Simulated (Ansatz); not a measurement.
**Work function of Pt(100): what the settings cost and change**

How far do functional and pseudopotentials move the work function of Pt(100), and at what cost?

Program: Ansatz 0.2.0. Level of theory: plane-wave DFT, PBE, Ansatz PAW, in the first sound run; inputs show where later runs differ. Results are calculated unless marked as measured.

Report form: the programs' logs are mostly left out.

**1. Set-up**

The cell holds 7 atoms: 7 Pt. Its edges and angles: a = 2.772 Å, b = 2.772 Å, c = 29.760 Å, α = 90.0°, β = 90.0°, γ = 90.0°. Vacuum lies along c.

**2. Slab, setting PBE, Ansatz PAW (420 eV)**

A work function rests on the faint tail of the density, so the SCF threshold is tight. PBE on the default files comes first; the next runs keep the geometry and change functional or files, each at the cutoff that its files recommend; a relaxation and, for heavy metals, spin-orbit coupling close the ladder.

input.yaml

```yaml
crystal:
  lattice:
    - [2.7718585823, 0.0, 0.0]
    - [0.0, 2.7718585823, 0.0]
    - [0.0, 0.0, 29.76]
  atoms:
    - { symbol: Pt, position: [0.0, 0.0, 0.3024193548] }
    - { symbol: Pt, position: [0.5, 0.5, 0.3682795699] }
    - { symbol: Pt, position: [0.0, 0.0, 0.4341397849] }
    - { symbol: Pt, position: [0.5, 0.5, 0.5] }
    - { symbol: Pt, position: [0.0, 0.0, 0.5658602151] }
    - { symbol: Pt, position: [0.5, 0.5, 0.6317204301] }
    - { symbol: Pt, position: [0.0, 0.0, 0.6975806452] }
kpoints:
  mp_grid: { grid: [15, 15, 1] }
hamiltonian:
  xc: pbe
scf:
  occupations: { method: fermi_dirac, width: 0.1 }
  convergence: { dr2_threshold: 1.0e-09 }
efield:
  axis: 3
  dipole_correction: true
  ramp_position: 0.97
  ramp_width: 0.06
output:
  write_potential: true
  write_density: true
  volumetric_format: npy
  elf: true
```

Launch:

```
$ ansatz run input.yaml --threads 4 --pin off --max-ram 6144MiB --backend cpu --events-out ev --progress --plain --runs-dir out
```

The job ended after 58 s (4 threads of Arm Neoverse N1, shared host; peak memory 1 GiB).

This step gave:

| Quantity | Value |
| --- | --- |
| energy at zero smearing | -87659.2808 eV |
| work function, upper face | 5.665 eV |

Running mean over 1.96 Å of the planar mean; the ramp of the sawtooth is left out. Table of electron's electrostatic potential energy less the Fermi level by z:

```tsv
z (Å)	electron's electrostatic potential energy less the Fermi level (eV)
3.5	5.67
4.0	5.67
4.5	5.66
5.0	5.66
5.5	5.66
6.0	5.62
6.5	5.50
7.0	4.97
7.5	2.59
8.0	-3.02
8.5	-8.78
9.0	-11.3
9.5	-11.8
10.0	-12.0
10.5	-12.1
11.0	-12.2
11.5	-12.3
12.0	-12.3
12.5	-12.3
13.0	-12.3
13.5	-12.3
14.0	-12.3
14.5	-12.3
15.0	-12.3
15.5	-12.3
16.0	-12.3
16.5	-12.3
17.0	-12.3
17.5	-12.3
18.0	-12.3
18.5	-12.3
19.0	-12.2
19.5	-12.1
20.0	-11.9
20.5	-11.7
21.0	-10.5
21.5	-6.28
22.0	-0.0230
22.5	4.14
23.0	5.31
23.5	5.58
24.0	5.64
24.5	5.66
25.0	5.66
25.5	5.67
26.0	5.67
26.5	5.67
```

Electrostatic potential energy in the ca plane at fractional y = 0.000, with atoms of Pt within 0.2 Å of it. With pseudopotentials it is smooth inside the atoms' cores, unlike the true potential.

Ten even steps from '0' (-69 eV) to '9' (13 eV), each cell a mean:
```
48999984000589999730016899997200279999999999
68999997324799999863247999998533589999999999
89999998777899999987789999999877899999999999
99999999999999999999999999999999999999999999
99999999888999999998889999999988999999999999
79999997545899999975468999998754689999999999
58999985101689999841026999997310379999999999
38999983000489999720005899996200169999999999
```
Columns run along c (16.0 Å, from fractional 0.33 to 0.87 of the cell; values clipped at the 3rd and 97th percentile), rows up along a (2.8 Å). Atoms in or near the plane, at fractional coordinates: Pt at (0.43, 0.00), Pt at (0.57, 0.00), Pt at (0.70, 0.00).

ELF in the ca plane at fractional y = 0.000, with atoms of Pt within 0.2 Å of it. It is the smooth field of the valence electrons, not physical close to the nuclei.

Ten even steps from '0' (0.00) to '9' (0.68), each cell a mean:
```
74322247999742223489996322235899964210000000
53322335787433223357864332234678643210000000
33333333454333333334543333333345443210000000
33344333343333443333433334333334443100000000
33333333343333333334433333333334443100000000
43333334676433333346753333333566543210000000
74322246898632223479985322235799853210000000
85311248999742123589997321236999964210000000
```
Columns run along c (16.0 Å, from fractional 0.33 to 0.87 of the cell), rows up along a (2.8 Å). Atoms in or near the plane, at fractional coordinates: Pt at (0.43, 0.00), Pt at (0.57, 0.00), Pt at (0.70, 0.00).

Valence density in the ca plane at fractional y = 0.000, with atoms of Pt within 0.2 Å of it. It is the smooth field of the valence electrons, not physical close to the nuclei.

Ten even steps from '0' (0 e/Å³) to '9' (11 e/Å³), each cell a mean:
```
20000002686200000037851000001478410000000000
10000001242000000013420000000133100000000000
00000000010000000000100000000000000000000000
00000000000000000000000000000000000000000000
00000000000000000000000000000000000000000000
00000000121000000001210000000122100000000000
20000001564100000025641000000366300000000000
30000003797200000048961000001599510000000000
```
Columns run along c (16.0 Å, from fractional 0.33 to 0.87 of the cell), rows up along a (2.8 Å). Atoms in or near the plane, at fractional coordinates: Pt at (0.43, 0.00), Pt at (0.57, 0.00), Pt at (0.70, 0.00).

The work function is 5.665 eV.

**3. Run**

This step: plane-wave DFT, LDA, Ansatz PAW (Ansatz 0.2.0).

input.yaml: that of step 2 with these lines changed.

```diff
@@ -16,3 +16,3 @@
 hamiltonian:
-  xc: pbe
+  xc: lda
 scf:
@@ -29,2 +29 @@
   volumetric_format: npy
-  elf: true
```

Run time: 53 s. Hardware: 4 threads; peak memory 0.99 GiB.

The work function is 6.051 eV, +0.385 eV from the run “PBE, Ansatz PAW (420 eV)”, at 0.95 times its CPU time.

**4. Run**

This step: plane-wave DFT, PBEsol, Ansatz PAW (Ansatz 0.2.0).

input.yaml: that of step 3 with these lines changed.

```diff
@@ -16,3 +16,3 @@
 hamiltonian:
-  xc: lda
+  xc: pbesol
 scf:
```

It took 55 s on 4 threads; peak memory 1 GiB.

The work function is 5.792 eV, +0.127 eV from the run “PBE, Ansatz PAW (420 eV)”, at 0.97 times its CPU time.

**5. Slab**

This step: plane-wave DFT, RPBE, Ansatz PAW (Ansatz 0.2.0).

input.yaml: that of step 4 with these lines changed.

```diff
@@ -16,3 +16,3 @@
 hamiltonian:
-  xc: pbesol
+  xc: rpbe
 scf:
```

Wall time 55 s (4 threads); peak memory 1 GiB; 3 min of CPU time.

The work function is 5.499 eV, -0.166 eV from the run “PBE, Ansatz PAW (420 eV)”, at 0.99 times its CPU time.

**6. Run**

This step: plane-wave DFT, r2SCAN, Ansatz PAW (Ansatz 0.2.0).

input.yaml: that of step 5 with these lines changed.

```diff
@@ -16,3 +16,3 @@
 hamiltonian:
-  xc: rpbe
+  xc: r2scan
 scf:
```

Elapsed: 2.8 min, on 4 threads; peak memory 1.6 GiB; 9.1 min of CPU time.

The work function is 5.740 eV, +0.075 eV from the run “PBE, Ansatz PAW (420 eV)”, at 3.1 times its CPU time.

**7. Slab**

This step: plane-wave DFT, PBE, JTH PAW (Ansatz 0.2.0).

input.yaml: that of step 6 with these lines changed.

```diff
@@ -16,3 +16,4 @@
 hamiltonian:
-  xc: r2scan
+  xc: pbe
+  pseudopotentials: { kind: paw, source: jth }
 scf:
```

The job ended after 2 min (4 threads; peak memory 1.4 GiB).

The work function is 5.671 eV, +0.006 eV from the run “PBE, Ansatz PAW (420 eV)”, at 2.2 times its CPU time.

**8. Slab**

This step: plane-wave DFT, PBE, norm-conserving (Ansatz 0.2.0).

input.yaml: that of step 7 with these lines changed.

```diff
@@ -17,3 +17,3 @@
   xc: pbe
-  pseudopotentials: { kind: paw, source: jth }
+  pseudopotentials: { kind: nc }
 scf:
```

It took 4.3 min on 4 threads; peak memory 3.2 GiB.

The work function is 5.665 eV, -0.000 eV from the run “PBE, Ansatz PAW (420 eV)”, at 5.0 times its CPU time.

**9. Run**

This step: plane-wave DFT, LDA, norm-conserving (Ansatz 0.2.0).

input.yaml: that of step 8 with these lines changed.

```diff
@@ -16,3 +16,3 @@
 hamiltonian:
-  xc: pbe
+  xc: lda
   pseudopotentials: { kind: nc }
```

Elapsed: 4.3 min, on 4 threads; peak memory 3.2 GiB.

The work function is 6.055 eV, +0.389 eV from the run “PBE, Ansatz PAW (420 eV)”, at 5.1 times its CPU time.

**10. Slab, setting PBE, all layers relaxed**

This step: plane-wave DFT, PBE, Ansatz PAW (Ansatz 0.2.0).

input.yaml: that of step 9 with these lines changed.

```diff
@@ -16,4 +16,3 @@
 hamiltonian:
-  xc: lda
-  pseudopotentials: { kind: nc }
+  xc: pbe
 scf:
@@ -26,2 +25,5 @@
   ramp_width: 0.06
+relax:
+  f_tol: 0.01
+  max_steps: 40
 output:
```

Run time: 2.1 min. Hardware: 4 threads; peak memory 0.87 GiB; 7 min of CPU time.

The relaxation took 3 steps and lowered the energy by 0.061 eV; the largest force on the free atoms ends at 0.0043 eV/Å.

The work function is 5.678 eV, +0.013 eV from the run “PBE, Ansatz PAW (420 eV)”, at 2.3 times its CPU time.

**11. Run**

This step: plane-wave DFT, PBE, fully relativistic PAW with spin-orbit coupling (Ansatz 0.2.0).

input.yaml: that of step 10 with these lines changed.

```diff
@@ -17,2 +17,3 @@
   xc: pbe
+  pseudopotentials: { kind: paw_fr }
 scf:
@@ -25,5 +26,5 @@
   ramp_width: 0.06
-relax:
-  f_tol: 0.01
-  max_steps: 40
+magnetization:
+  noncollinear: true
+  spin_orbit: true
 output:
```

It took 6.5 min on 4 threads; peak memory 4 GiB; 24 min of CPU time.

The work function is 5.599 eV, -0.067 eV from the run “PBE, Ansatz PAW (420 eV)”, at 8.0 times its CPU time.

**12. Comparing the runs**

Times are for 4 threads of Arm Neoverse N1, shared host. The runs compared:

```tsv
no.	setting	work function, upper face (eV)	time	memory (GiB)
1	PBE, Ansatz PAW (420 eV)	5.665	58 s	1
2	LDA, Ansatz PAW (420 eV)	6.051	53 s	0.99
3	PBEsol, Ansatz PAW (420 eV)	5.792	55 s	1.0
4	RPBE, Ansatz PAW (420 eV)	5.499	55 s	1
5	r2SCAN, Ansatz PAW (500 eV)	5.740	2.8 min	1.6
6	PBE, JTH PAW (750 eV)	5.671	2 min	1.4
7	PBE, norm-conserving (1143 eV)	5.665	4.3 min	3.2
8	LDA, norm-conserving (1143 eV)	6.055	4.3 min	3.2
9	PBE, all layers relaxed	5.678	2.1 min	0.87
10	PBE with spin-orbit coupling (420 eV)	5.599	6.5 min	4.0
```

**13. Varying the input**

This step: plane-wave DFT, PBE, Ansatz PAW (Ansatz 0.2.0).

An input spoilt on purpose, to show how the run answers: it repeats the earlier run “PBE, Ansatz PAW (420 eV)” with efield.axis from 3 to 0, and scf.max_iter set to 50; its output block differs too.

input.yaml: that of step 11 with these lines changed.

```diff
@@ -17,3 +17,2 @@
   xc: pbe
-  pseudopotentials: { kind: paw_fr }
 scf:
@@ -21,4 +20,5 @@
   convergence: { dr2_threshold: 1.0e-09 }
+  max_iter: 50
 efield:
-  axis: 3
+  axis: 0
   dipole_correction: true
@@ -26,5 +26,2 @@
   ramp_width: 0.06
-magnetization:
-  noncollinear: true
-  spin_orbit: true
 output:
```

It took 0.04 s on 4 threads; peak memory 0.06 GiB.

The program refused the input before any cycle.

The program's message: “Error: invalid value for `efield.axis`: must be in [1, 3]; got 0”

The fault put into the input: an axis of 0, outside the range 1 to 3.

**14. Outcome**

| Item | Value |
| --- | --- |
| work function, PBE, Ansatz PAW (420 eV) | 5.665 eV |
| work function, LDA, Ansatz PAW (420 eV) | 6.051 eV |
| work function, RPBE, Ansatz PAW (420 eV) | 5.499 eV |
| work function, r2SCAN, Ansatz PAW (500 eV) | 5.740 eV |
| work function, LDA, norm-conserving (1143 eV) | 6.055 eV |
| work function, PBE, all layers relaxed | 5.678 eV |
| work function, PBE with spin-orbit coupling (420 eV) | 5.599 eV |

What this shows: PBE on the default files gives 5.67 eV, and the settings tried spread the value from 5.50 to 6.05 eV. At one geometry LDA lies 0.39 eV above PBE. The choice of pseudopotentials moves the PBE value by 0.006 eV. Relaxing the layers changes it by +0.013 eV. Spin-orbit coupling, on the fully relativistic files, changes it by -0.07 eV. A compiled measured value is 5.7 eV (arxiv:1902.07811, 2019), but the real face reconstructs and these slabs don't, so it is no test of the method. The ladder's slabs use the tabulated experimental lattice constant (two decimals; a low-temperature value for the alkali metals).

[Logs are printed without paths, hosts, clocks, repeated set-up lines and the standing remarks that a program may print on its own settings, such as how far it seeks lower states.]

[Hosts, paths, dates, database ids (printed as entryN), source tags and the programs' standing remarks are cut or masked in the printed files.]

[Maps of the electrostatic potential energy from Ansatz leave out the sawtooth potential of an applied field or a dipole correction, so their vacuum need not be flat; planar profiles and work functions include it.]
